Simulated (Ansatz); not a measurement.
# k-point convergence of GW for P (puckered monolayer)

Aim: the G0W0 gap of P (puckered monolayer) on a series of meshes, at fixed bands and cutoff.

Calculated with Ansatz 0.2.0; G0W0 on PBEsol, plane waves, PAW.

Report form: the programs' logs are mostly left out.

## Step 1: Starting point

The cell holds 4 atoms: 4 P. Its edges and angles: a = 4.444 Å, b = 3.283 Å, c = 27.400 Å, α = 90.0°, β = 90.0°, γ = 90.0°. Vacuum lies along c.

The structure was relaxed with PBEsol. The runs that relaxed it are not among those shown. The default PAW set here is soft_2. Its files were made with PBE. The Coulomb interaction is cut off across the vacuum.

## Step 2: The 2×2×1 mesh

G0W0 replaces the xc potential by the self-energy, built once from these orbitals. Only a window of levels is corrected, while the sums run over the empty bands that the input names.

The input, input.yaml:

```yaml
crystal:
  lattice:
    - [4.44437393, 0.0, 0.0]
    - [0.0, 3.2826980345, 0.0]
    - [0.0, 0.0, 27.4]
  atoms:
    - { symbol: P, position: [0.0828742293, 0.0, 0.538556083] }
    - { symbol: P, position: [0.4171257707, 0.5, 0.538556083] }
    - { symbol: P, position: [0.5828742293, 0.5, 0.461443917] }
    - { symbol: P, position: [0.9171257707, 0.0, 0.461443917] }
  periodic: [true, true, false]
kpoints:
  mp_grid: { grid: [2, 2, 1] }
hamiltonian:
  xc: pbesol
scf:
  occupations: { method: fixed }
gw:
  n_empty_bands: 486
  ecut_chi: 66.0
  qp_bands: [v2, c2]
  qp_kpoints: band_edges
  screening: { model: contour_deformation }
```

Command:

```sh
ansatz run input.yaml --threads 2 --pin off --max-ram 92160MiB --backend cuda --events-out ev --progress --plain --runs-dir out --devices 1 --max-vram 13GiB  # rebuilt from the run's record
```

The job ended after 6.4 s (1 × NVIDIA H100 80GB HBM3 (shared by 6 runs) with 2 threads of AMD EPYC 7R13 (Zen 3), shared host; peak memory 1.6 GiB; 7.6 s of CPU time).

This step gave:

- bands summed: 496
- plane waves in the screening matrix: 485
- q-points in the mesh: 4
- G0W0 gap on the mesh: 0.6414 eV
- k of the valence top: 0, 0, 0
- k of the conduction bottom: 0, 0, 0
- starting gap on the mesh: 0.6707 eV
- Z at the valence top: 0.6329
- Z at the conduction bottom: 0.6478
- least direct G0W0 gap on the computed points: 0.6414 eV

The gap on the mesh goes from 0.67 eV to 0.64 eV, a correction of −0.03 eV. Between the two edge states, bare exchange in place of the xc potential would open the gap by 5.46 eV, and correlation takes back 5.49 eV.

## Step 3: The 4×4×1 mesh

A second mesh at equal bands and cutoff isolates the sampling error.

Changes to input.yaml since step 2:

```diff
@@ -12,3 +12,3 @@
 kpoints:
-  mp_grid: { grid: [2, 2, 1] }
+  mp_grid: { grid: [4, 4, 1] }
 hamiltonian:
```

It took 12 s on 1 × NVIDIA H100 80GB HBM3 (shared by 6 runs) with 2 threads; peak memory 2 GiB.

Numbers from this step:

```yaml
bands_summed: 496
plane_waves_in_the_screening_matrix: 485
q_points_in_the_mesh: 16
g0w0_gap_on_the_mesh: 1.294 eV
k_of_the_valence_top: 0, 0, 0
k_of_the_conduction_bottom: 0, 0, 0
starting_gap_on_the_mesh: 0.7056 eV
z_at_the_valence_top: 0.6573
z_at_the_conduction_bottom: 0.6703
least_direct_g0w0_gap_on_the_computed_points: 1.294 eV
```

Against the run with 2×2×1 mesh, 486 empty bands, screening to 66 eV, the gap moves by +0.65 eV, while the start moved by +0.03 eV.

## Step 4: The 6×8×1 mesh

Changes to input.yaml since step 3:

```diff
@@ -12,3 +12,3 @@
 kpoints:
-  mp_grid: { grid: [4, 4, 1] }
+  mp_grid: { grid: [6, 8, 1] }
 hamiltonian:
```

Elapsed: 35 s, on 1 × NVIDIA H100 80GB HBM3 (shared by 6 runs) with 2 threads; peak memory 3.1 GiB; 60 s of CPU time.

Numbers from this step:

| Item | Value |
| --- | --- |
| bands summed | 496 |
| plane waves in the screening matrix | 485 |
| G0W0 gap on the mesh | 1.441 eV |
| k of the valence top | 0, 0, 0 |
| k of the conduction bottom | 0, 0, 0 |
| starting gap on the mesh | 0.7103 eV |
| least direct G0W0 gap on the computed points | 1.441 eV |

Against the run with 4×4×1 mesh, 486 empty bands, screening to 66 eV, the gap moves by +0.15 eV.

## Step 5: The 8×10×1 mesh

Changes to input.yaml since step 4:

```diff
@@ -12,3 +12,3 @@
 kpoints:
-  mp_grid: { grid: [6, 8, 1] }
+  mp_grid: { grid: [8, 10, 1] }
 hamiltonian:
```

Wall time 94 s (1 × NVIDIA H100 80GB HBM3 (shared by 6 runs) with 2 threads); peak memory 4 GiB.

Numbers from this step:

- bands summed: 496
- plane waves in the screening matrix: 485
- G0W0 gap on the mesh: 1.477 eV
- k of the valence top: 0, 0, 0
- k of the conduction bottom: 0, 0, 0
- starting gap on the mesh: 0.7110 eV
- least direct G0W0 gap on the computed points: 1.477 eV

Against the run with 6×8×1 mesh, 486 empty bands, screening to 66 eV, the gap moves by +0.04 eV.

## Step 6: The meshes together

Times are wall times on 1 × NVIDIA H100 80GB HBM3 (shared by 6 runs) with 2 threads of AMD EPYC 7R13 (Zen 3), shared host, good to a factor of about two.

```tsv
mesh	points	irreducible	start (eV)	G0W0 (eV)	shift (eV)	mean of 1 + 4πα/V (set by the cell height)	time
2×2×1	4	4	0.671	0.641	−0.029	11.04	6.4 s
4×4×1	16	9	0.706	1.294	+0.588	4.65	12 s
6×8×1	48	20	0.710	1.441	+0.730	3.74	35 s
8×10×1	80	30	0.711	1.477	+0.766	3.44	94 s
```

## Step 7: Outcome

```yaml
2x2x1: 0.641 eV (shift −0.029)
4x4x1: 1.294 eV (shift +0.588)
6x8x1: 1.441 eV (shift +0.730)
8x10x1: 1.477 eV (shift +0.766)
settings: PBEsol start, 486 empty bands, 66 eV
```

What this shows: The shift is −0.03 eV on 2×2×1 and +0.77 eV on 8×10×1; the last step moves it by +0.035 eV. The mean of 1 + 4πα/V (set by the cell height) ranges from 3.44 to 11.04 and ends at 3.44; the coarsest mesh overstates it. From 4 to 80 points the time grows 15-fold. Bands and cutoff are modest here, so the values stand off the basis limit. The mesh in the plane is coarse for a sheet; gap and any exciton binding can still move on denser ones.

[Paths, hosts, dates, memory and timing lines, banners, echoed tables and standing remarks are left out of the program output.]

[Logs are printed without paths, hosts, clocks, repeated set-up lines and the standing remarks that a program may print on its own settings, such as how far it seeks lower states.]

[Runs of the session that timed out or met a known fault of the program may be left out.]

[Cells called generated may have been cut or substituted from an entry of the Crystallography Open Database or the Materials Project.]

[Hosts, paths, dates, database ids (printed as entryN), source tags and the programs' standing remarks are cut or masked in the printed files.]
